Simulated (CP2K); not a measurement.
The C K edge of mercaptoketene was computed by TDDFT (CP2K XAS_TDP, aug-cc-pVTZ, TDA) at these levels: PBEh(45%), PBEh(45%) + GW2X and PBEh(60%). The first three lines of C2 (bonded to C and O) with a strength over 0.0015, energy in eV and strength:

| run | first | second | third |
| --- | --- | --- | --- |
| 1 | 285.48 (0.088) | 288.33 (0.085) | 294.87 (0.002) |
| 2 | 281.89 (0.076) | 284.61 (0.074) | 289.55 (0.002) |
| 3 | 287.24 (0.075) | 289.96 (0.073) | 294.90 (0.002) |

Question: Which run is which?

Run 1: PBEh(60%) (60 % exact exchange). Run 2: PBEh(45%) (45 % exact exchange). Run 3: PBEh(45%) + GW2X (45 % exact exchange). Self-interaction lifts the core level, so the uncorrected lines rise with the share of exact exchange. The GW2X run keeps the spacings of its parent: 2.72 eV between the first two lines in run 3, 2.72 eV in run 2. Its shift is +5.35 eV, since the Kohn–Sham level at this share of exchange lies that far above the quasiparticle level.

[Hosts, paths, dates, database ids (printed as entryN), source tags and the programs' standing remarks are cut or masked in the printed files.]
